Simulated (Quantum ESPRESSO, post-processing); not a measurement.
# Hf2CO2 MXene, 1 layer: a series in biaxial strain, part 8 of 8

Aim: how the results for Hf2CO2 MXene, 1 layer change with biaxial strain.

Quantum ESPRESSO 7.5; plane-wave DFT, PBE, GBRV ultrasoft pseudopotentials.

So far. Step 9 (Relaxing the ions, 3 %): The relaxation lowers the energy by 7 meV an atom.

### 11. Relaxing the ions, 4 % (continued)

The steps of the relaxation:

```
step  energy less that of the first step (eV)  largest force (eV/Å)
   1                                   0.0000                0.7932
   2                                  -0.0239                0.5149
   3                                  -0.0381                0.2860
   4                                  -0.0503                0.3471
   5                                  -0.0555                0.2306
   6                                  -0.0573                0.0526
   7                                  -0.0574                0.0065
```

The atoms that moved most (Å):

```
atom     dx     dy      dz  length
  O1  0.000  0.000   0.080   0.080
  O5  0.000  0.000  -0.080   0.080
 Hf2  0.000  0.000   0.017   0.017
 Hf4  0.000  0.000  -0.017   0.017
```

The relaxed structure:

```xyz
5
Lattice="3.4029 0.0000 0.0000 -1.7014 2.9470 0.0000 0.0000 0.0000 19.9529" Properties=species:S:1:pos:R:3
O     0.0000    1.9646    7.7488
Hf    1.7014    0.9823    8.6151
C     0.0000    0.0000    9.9765
Hf    0.0000    1.9646   11.3379
O     1.7014    0.9823   12.2042
```

The relaxation lowers the energy by 11 meV an atom.

Read from the output:

* free energy: -5368.1942 eV
* Fermi energy: 1.186 eV

### 12. Self-consistent run, 4 %

m8.scf.in reads:

```
&control
  prefix = 'm8.scf'
  outdir = './out'
  pseudo_dir = './pseudo'
  calculation = 'scf'
  tprnfor = .true.
/
&system
  ibrav = 0
  nat = 5
  ntyp = 3
  ecutwfc = 40
  ecutrho = 200
  occupations = 'smearing'
  smearing = 'fd'
  degauss = 0.002
  nbnd = 24
/
&electrons
  conv_thr = 1e-09
  mixing_beta = 0.4
  electron_maxstep = 120
  mixing_mode = 'plain'
/
ATOMIC_SPECIES
  O   15.9990  o_pbe_v1.2.uspp.F.UPF
  Hf  178.4900  hf_pbe_v1.uspp.F.UPF
  C   12.0110  c_pbe_v1.2.uspp.F.UPF
CELL_PARAMETERS angstrom
  3.40286365952000 0.00000000000000 0.00000000000000
  -1.70143182976000 2.94696637456000 0.00000000000000
  0.00000000000000 0.00000000000000 19.95294679600000
ATOMIC_POSITIONS crystal
  O   0.333333333300 0.666666666700 0.388351932400
  Hf  0.666666666700 0.333333333300 0.431770606700
  C   0.000000000000 0.000000000000 0.500000000000
  Hf  0.333333333300 0.666666666700 0.568229393300
  O   0.666666666700 0.333333333300 0.611648067600
K_POINTS automatic
  12 12 1 0 0 0
```

On the command line:

```sh
$ OMP_NUM_THREADS=1 mpirun -n 4 pw.x -nk 4 -in m8.scf.in > m8.scf.out
```

What it wrote:

```text
[banner, memory and clock lines left out]
Program PWSCF v.7.5 starts
[...]
Message from routine setup:
[...]
number of electrons       =        40.00
     number of Kohn-Sham states=           24
     kinetic-energy cutoff     =      40.0000  Ry
     charge density cutoff     =     200.0000  Ry
[...]
number of k points=    19  Fermi-Dirac smearing, width (Ry)=  0.0020
[...]
Dense  grid:    64543 G-vectors     FFT dimensions: (  30,  30, 180)
[...]
negative rho (up, down):  2.365E-01 0.000E+00
     Starting wfcs are   38 randomized atomic wfcs
[...]
negative rho (up, down):  2.251E-01 0.000E+00
[...]
estimated scf accuracy    <       4.73555964 Ry
[...]
negative rho (up, down):  2.233E-01 0.000E+00
[...]
estimated scf accuracy    <       1.08135790 Ry
[...]
negative rho (up, down):  2.236E-01 0.000E+00
[...]
estimated scf accuracy    <       0.18565201 Ry
[...]
negative rho (up, down):  2.250E-01 0.000E+00
[...]
estimated scf accuracy    <       0.01595891 Ry
[...]
negative rho (up, down):  2.262E-01 0.000E+00
[...]
estimated scf accuracy    <       0.00186190 Ry
[...]
negative rho (up, down):  2.270E-01 0.000E+00
[...]
estimated scf accuracy    <       0.00027295 Ry
[...]
negative rho (up, down):  2.271E-01 0.000E+00
[...]
estimated scf accuracy    <       0.00004889 Ry
[...]
negative rho (up, down):  2.271E-01 0.000E+00
[...]
estimated scf accuracy    <       0.00002689 Ry
[...]
negative rho (up, down):  2.271E-01 0.000E+00
[...]
estimated scf accuracy    <       0.00000197 Ry
[...]
negative rho (up, down):  2.271E-01 0.000E+00
[...]
estimated scf accuracy    <       0.00000022 Ry
[...]
negative rho (up, down):  2.271E-01 0.000E+00
[...]
estimated scf accuracy    <       0.00000007 Ry
[...]
negative rho (up, down):  2.271E-01 0.000E+00
[...]
estimated scf accuracy    <          3.1E-09 Ry
[...]
negative rho (up, down):  2.271E-01 0.000E+00
[...]
estimated scf accuracy    <          4.6E-09 Ry
[...]
negative rho (up, down):  2.271E-01 0.000E+00
[...]
the Fermi energy is     1.1769 ev
!    total energy              =    -394.55293055 Ry
     estimated scf accuracy    <          3.9E-10 Ry
     smearing contrib. (-TS)   =      -0.00000000 Ry
     internal energy E=F+TS    =    -394.55293055 Ry
[...]
one-electron contribution =   -1825.02728730 Ry
     hartree contribution      =     915.35197309 Ry
     xc contribution           =    -169.62395916 Ry
     ewald contribution        =     684.74634283 Ry
     convergence has been achieved in  14 iterations
     negative rho (up, down):  2.271E-01 0.000E+00
[...]
Total force =     0.000780     Total SCF correction =     0.000075
[...]
```

Wall time 23 s (4 MPI ranks of Arm Neoverse V1, shared host); peak memory 0.51 GiB.

Read from the output:

```
free energy                          : -5368.1661 eV
Fermi energy                         : 1.177 eV
valence top, on the run's zero       : 0.5808 eV
conduction bottom, on the run's zero : 1.872 eV
gap by band count                    : 1.291 eV
```

### 13. The series side by side

The series in one table, energies over the lowest:

```
biaxial strain  energy (eV)  gap along the path (eV)  upper vacuum level over the valence top of the mesh (eV)  lower vacuum level over that top (eV)
          -4 %       0.3570                     0.65                                                     5.603                                  5.603
          -3 %       0.1971                   0.7605                                                     5.541                                  5.541
          -2 %       0.0860                    0.861                                                     5.483                                  5.483
          -1 %       0.0212                   0.9528                                                     5.421                                  5.421
           0 %       0.0000                    1.038                                                     5.363                                  5.363
           1 %       0.0212                    1.112                                                     5.304                                  5.304
           2 %       0.0812                    1.179                                                     5.255                                  5.255
           3 %       0.1787                    1.238                                                     5.205                                  5.205
           4 %       0.3112                    1.291                                                     5.156                                  5.156
```

### 14. By hand

A parabola through the energies within ±2 % has E = 208.70 eV × ε² -0.095 eV × ε; for the curvature, over A = 9.272 Å² this is 208.70 × 1/9.272 × 16.02 = 361 N/m.

### 15. Summary of results

```yaml
c11_c12: 361 N/m
gap_along_the_path_at_minus_4_and_at_4: 0.65, 1.29 eV
upper_vacuum_level_over_the_valence_top_of_the_mesh_at_minus_4_and_at_4: 5.60, 5.16 eV
lower_vacuum_level_over_that_top_at_minus_4_and_at_4: 5.60, 5.16 eV
```

In words: The series holds 9 members; C11 + C12: 361 N/m (PBE, GBRV ultrasoft). The energy is lowest near zero strain. From -4 % to 4 % the gap along the path rises from 0.65 to 1.29 eV. From -4 % to 4 % the upper vacuum level over the valence top of the mesh falls from 5.60 to 5.16 eV. From -4 % to 4 % the lower vacuum level over that top falls from 5.60 to 5.16 eV. Semilocal gaps are too small; the 1×1 cell can't ripple over many cells under compression as a free sheet would. No spin-orbit coupling.

[Logs are printed without paths, hosts, clocks, repeated set-up lines and the standing remarks that a program may print on its own settings, such as how far it seeks lower states.]

[Hosts, paths, dates, database ids (printed as entryN), source tags and the programs' standing remarks are cut or masked in the printed files.]

[Maps of the electrostatic potential energy from Ansatz leave out the sawtooth potential of an applied field or a dipole correction, so their vacuum need not be flat; planar profiles and work functions include it.]
